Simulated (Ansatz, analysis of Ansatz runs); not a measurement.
# Hyperfine coupling of the F centre in LiF (PBE)

How near does this set-up come to the measured hyperfine coupling? Subject: F centre in LiF. Set-up: PBE, 32-site cell, PBE lattice, 420 eV, k: the single point 1/4 1/4 1/4 then 2x2x2 shifted 0.5 0.5 0.5, SCF cut short. The model is a cell of 32 host atoms with 1 F taken out. The isotropic coupling follows from the spin density at the nucleus, the nuclear g-factor and the total spin.

Measured beforehand: 7Li, shell I: 39.06 MHz, by ENDOR (quoted in “F center in LiF: A quantum mechanical ab initio investigation of the hyperfine interaction between the unpaired electron at the vacancy and its first seven neighbors”, 2001, G. Mallia et al., quoting earlier work (1968)). 19F, shell II: 105.9 MHz, by ENDOR (quoted in “F center in LiF: A quantum mechanical ab initio investigation of the hyperfine interaction between the unpaired electron at the vacancy and its first seven neighbors”, 2001, G. Mallia et al., quoting earlier work (1968)). 7Li, shell III: 0.5 MHz, by ENDOR (quoted in “F center in LiF: A quantum mechanical ab initio investigation of the hyperfine interaction between the unpaired electron at the vacancy and its first seven neighbors”, 2001, G. Mallia et al., quoting earlier work (1968)). 19F, shell IV: 0.48 MHz, by ENDOR (quoted in “F center in LiF: A quantum mechanical ab initio investigation of the hyperfine interaction between the unpaired electron at the vacancy and its first seven neighbors”, 2001, G. Mallia et al., quoting earlier work (1968)).

Main program and level: Ansatz 0.2.0; plane-wave PAW DFT, PBE; relaxation of all atoms of a defect supercell.

### 1. Set-up

The cell holds 31 atoms: 16 Li and 15 F. Its edges and angles: a = 7.044 Å, b = 7.044 Å, c = 7.044 Å, α = 109.5°, β = 109.5°, γ = 109.5°. It derives from LiF (space group Fm-3m). Nearest the centre at fractional (0.500, 0.500, 0.500): Li7 at 2.03 Å, Li6 at 2.03 Å, Li12 at 2.03 Å, Li10 at 2.03 Å, Li16 at 2.03 Å, Li15 at 2.03 Å, F30 at 2.88 Å, F31 at 2.88 Å.

The host's primitive cell comes from a first run (plane-wave PAW DFT, PBE; relaxation of the host's cell and atoms): vectors of 2.876, 2.876 and 2.876 Å. That is 8.41 Å³ an atom, 2.9 % over the diffraction cell's volume. The supercell is built on it.

### 2. Relaxation, charge 0

Every later number rests on the structure around the defect, so the atoms are relaxed at the host's lattice first.

Input file relax/input.yaml:

```yaml
relax:
  f_tol: 0.02
  max_steps: 80
  escape_saddle: false
crystal:
  lattice:
    - [-4.06712876, 4.06712876, 4.06712876]
    - [4.06712876, -4.06712876, 4.06712876]
    - [4.06712876, 4.06712876, -4.06712876]
  atoms:
    - { symbol: Li, position: [0.0, 0.0, 0.0] }
    - { symbol: Li, position: [0.0, 0.25, 0.75] }
    - { symbol: Li, position: [0.0, 0.5, 0.5] }
    - { symbol: Li, position: [0.0, 0.75, 0.25] }
    - { symbol: Li, position: [0.25, 0.0, 0.75] }
    - { symbol: Li, position: [0.25, 0.25, 0.5] }
    - { symbol: Li, position: [0.25, 0.5, 0.25] }
    - { symbol: Li, position: [0.25, 0.75, 0.0] }
    - { symbol: Li, position: [0.5, 0.0, 0.5] }
    - { symbol: Li, position: [0.5, 0.25, 0.25] }
    - { symbol: Li, position: [0.5, 0.5, 0.0] }
    - { symbol: Li, position: [0.5, 0.75, 0.75] }
    - { symbol: Li, position: [0.75, 0.0, 0.25] }
    - { symbol: Li, position: [0.75, 0.25, 0.0] }
    - { symbol: Li, position: [0.75, 0.5, 0.75] }
    - { symbol: Li, position: [0.75, 0.75, 0.5] }
    - { symbol: F, position: [0.0, 0.0, 0.5] }
    - { symbol: F, position: [0.0, 0.25, 0.25] }
    - { symbol: F, position: [0.0, 0.5, 0.0] }
    - { symbol: F, position: [0.0, 0.75, 0.75] }
    - { symbol: F, position: [0.25, 0.0, 0.25] }
    - { symbol: F, position: [0.25, 0.25, 0.0] }
    - { symbol: F, position: [0.25, 0.5, 0.75] }
    - { symbol: F, position: [0.25, 0.75, 0.5] }
    - { symbol: F, position: [0.5, 0.0, 0.0] }
    - { symbol: F, position: [0.5, 0.25, 0.75] }
    - { symbol: F, position: [0.5, 0.75, 0.25] }
    - { symbol: F, position: [0.75, 0.0, 0.75] }
    - { symbol: F, position: [0.75, 0.25, 0.5] }
    - { symbol: F, position: [0.75, 0.5, 0.25] }
    - { symbol: F, position: [0.75, 0.75, 0.0] }
basis:
  ecutwfc: 420
  xc_grid: 2
hamiltonian:
  xc: pbe
kpoints:
  mp_grid: { grid: [1, 1, 1], shift: [0.25, 0.25, 0.25] }
magnetization:
  spin_polarized: true
  initial_magnetization: 1
  spin_locking: { lock_magnetization: hard }
scf:
  occupations: { method: fermi_dirac, width: 0.01 }
  max_iter: 4
output:
  forces: true
checkpoint:
  write: "../relax.run"
  compress: false
  write_wavefunctions: true
  write_every: 100000
```

Launch:

```bash
$ ansatz run input.yaml --threads 2 --pin off --max-ram 3768MiB --backend cpu --events-out ev --progress --plain --runs-dir out
```

Numbers of over 12 decimals in the logs are rounded to 6 here.

The program printed:

```text
[... repeated set-up lines and file paths are left out, and long positions are rounded to six places ...]
Engine: ansatz 0.2.0, aarch64-unknown-linux-gnu
Pseudopotentials: kind: paw
Pseudopotential: Li, paw, valence charge 3, recommended cutoff 420 eV (normal), Li.paw.azcp
Pseudopotential: F, paw, valence charge 7, recommended cutoff 420 eV (normal), F.paw.azcp
Functional definition: PBE
  parameter kappa = 0.804
  parameter beta = 0.066725
  exchange = pbe_x(kappa = kappa, mu = beta*pi^2/3)
  correlation = pbe_c(beta = beta)
Crystal: 31 atoms, lattice volume = 269.106 Å³
Basis set: ecut = 420 eV, 5281 PW (Γ), exchange–correlation on 96×96×96 points (8 copies of the dense FFT grid, shifted against one another)
Bands: 108, of which v1, the nominal top of the filled ones, is band 77 counted from 1 (76 counted from 0)
Symmetry: 48 space group operations
Space group: Im-3m (ITA 229), of the structure as read, at distance tolerance 6.5e-5 Å
Magnetic group: BNS 229.140 (UNI 1642), of the structure as read, at distance tolerance 6.5e-5 Å
k-points: 1
Non-local potential: Li, projectors of the file, l = 0: 3, l = 1: 2, l = 2: 1
Non-local potential: F, projectors of the file, l = 0: 2, l = 1: 2, l = 2: 1
PAW form: soft (Blöchl's): semilocal exchange-correlation on the pseudo side does not see the compensation charge
PAW one-centre angular grid: Li, 110 points (default); XC on 64 Gauss nodes
PAW one-centre angular grid: F, 110 points (default); XC on 64 Gauss nodes
Initial density: superposition of atomic densities (chi_scale 0.1, normalization cell, long waves kept (reshape's long-wave potential 0.25 eV rms))
Starting moments: Σ|m| = 1 μB on 31 of 31 sites
Initial wavefunctions: pseudopotential atomic-orbital guess
Functional: x = pbe(κ = 0.804, μ = 0.219515), c = pbe(β = 0.066725)
SCF iter   1: F=—  HF=-15446.285740 eV  |F-HF|=—  |Δ(HF+E_count)|=         —  Δρ=3.29e-2 (↑2.92e-2 ↓3.29e-2)  dr2=6.31e0  dr2_m=1.11e-1  M=1.000 μB ∫|m|=1.016 μB  β_m=0.30  ethr=3.10e-3  ⟨swp⟩=6.0  Hψ=938  notcnv=0  defer=26
preconditioner: auto → Resta (q_TF=auto, 2.483 Å⁻¹)  ε∞=2.8  [insulator: Δε(μ)=4.052 eV  Ē_g=18.643 eV  σ=0.010 eV  W_gap=1.00  n_scr=78 (ndim 8)  ℏωp=24.9 eV  f_vac=0.000  D(μ)=0.00/eV (n_scr^D=0)  ε∞_Penn≈2.8]
spin=Collinear: Resta preconditioning applied to the charge; magnetization (m = ρ↑ − ρ↓) channel mixes plain (no charge-response kernel on spin).
SCF iter   2: F=—  HF=-15446.062158 eV  |F-HF|=—  |Δ(HF+E_count)|=   2.24e-1  Δρ=2.25e-2 (↑1.91e-2 ↓2.25e-2)  dr2=2.79e0  dr2_m=6.03e-2  M=1.000 μB ∫|m|=1.017 μB  β_m=0.56  ethr=3.10e-3  ⟨swp⟩=1.0  Hψ=485  notcnv=0
SCF iter   3: F=—  HF=-15446.218591 eV  |F-HF|=—  |Δ(HF+E_count)|=   1.56e-1  Δρ=6.45e-3 (↑6.21e-3 ↓6.45e-3)  dr2=3.20e-1  dr2_m=3.01e-3  M=1.000 μB ∫|m|=1.015 μB  β_m=0.60  ethr=1.82e-3  ⟨swp⟩=1.0  Hψ=508  notcnv=0
SCF iter   4: F=—  HF=-15446.200175 eV  |F-HF|=—  |Δ(HF+E_count)|=   1.84e-2  Δρ=1.37e-3 (↑1.17e-3 ↓1.37e-3)  dr2=9.10e-3  dr2_m=2.26e-4  M=1.000 μB ∫|m|=1.014 μB  β_m=0.80  ethr=2.09e-4  ⟨swp⟩=1.0  Hψ=559  notcnv=0
Error: did not converge after 4 iterations: dr2 = 9.10e-3 (threshold 1.00e-5), under the density mixer `msr1`, which `scf.mixing.algorithm: auto` chose by the deck's other keys (type `scf.mixing.algorithm: msr1` to keep it); [...]
```

Wall time 3 s (2 threads of Arm Neoverse N1, shared host); peak memory 0.57 GiB.

Residual by cycle:

cycle, log10 residual and a bar from the least value:
```
        1        0.8 ##############################
        2        0.4 ##########################
        3       -0.5 ################
        4       -2.0
```

The run stopped without converging, so none of its numbers is a property of the system.

After 4 cycles the residual stands at 0.0091. The cap of 4 cycles in the input ended the loop.

The program's message: “Error: did not converge after 4 iterations: dr2 = 9.10e-3 (threshold 1.00e-5), under the density mixer `msr1`, which `scf.mixing.algorithm: auto` chose by the deck's other keys (type `scf.mixing.algor …”

### 3. Outcome

The hyperfine coupling was not obtained, because the step “relaxation, charge 0” did not converge; the cause lies in the set-up: too few SCF iterations.

[Logs are printed without paths, hosts, clocks, repeated set-up lines and the standing remarks that a program may print on its own settings, such as how far it seeks lower states.]

[Hosts, paths, dates, database ids (printed as entryN), source tags and the programs' standing remarks are cut or masked in the printed files.]

[For some hosts the program warned that the k-mesh of the response run may be too coarse for force constants and the static dielectric constant; such warnings are not shown here.]
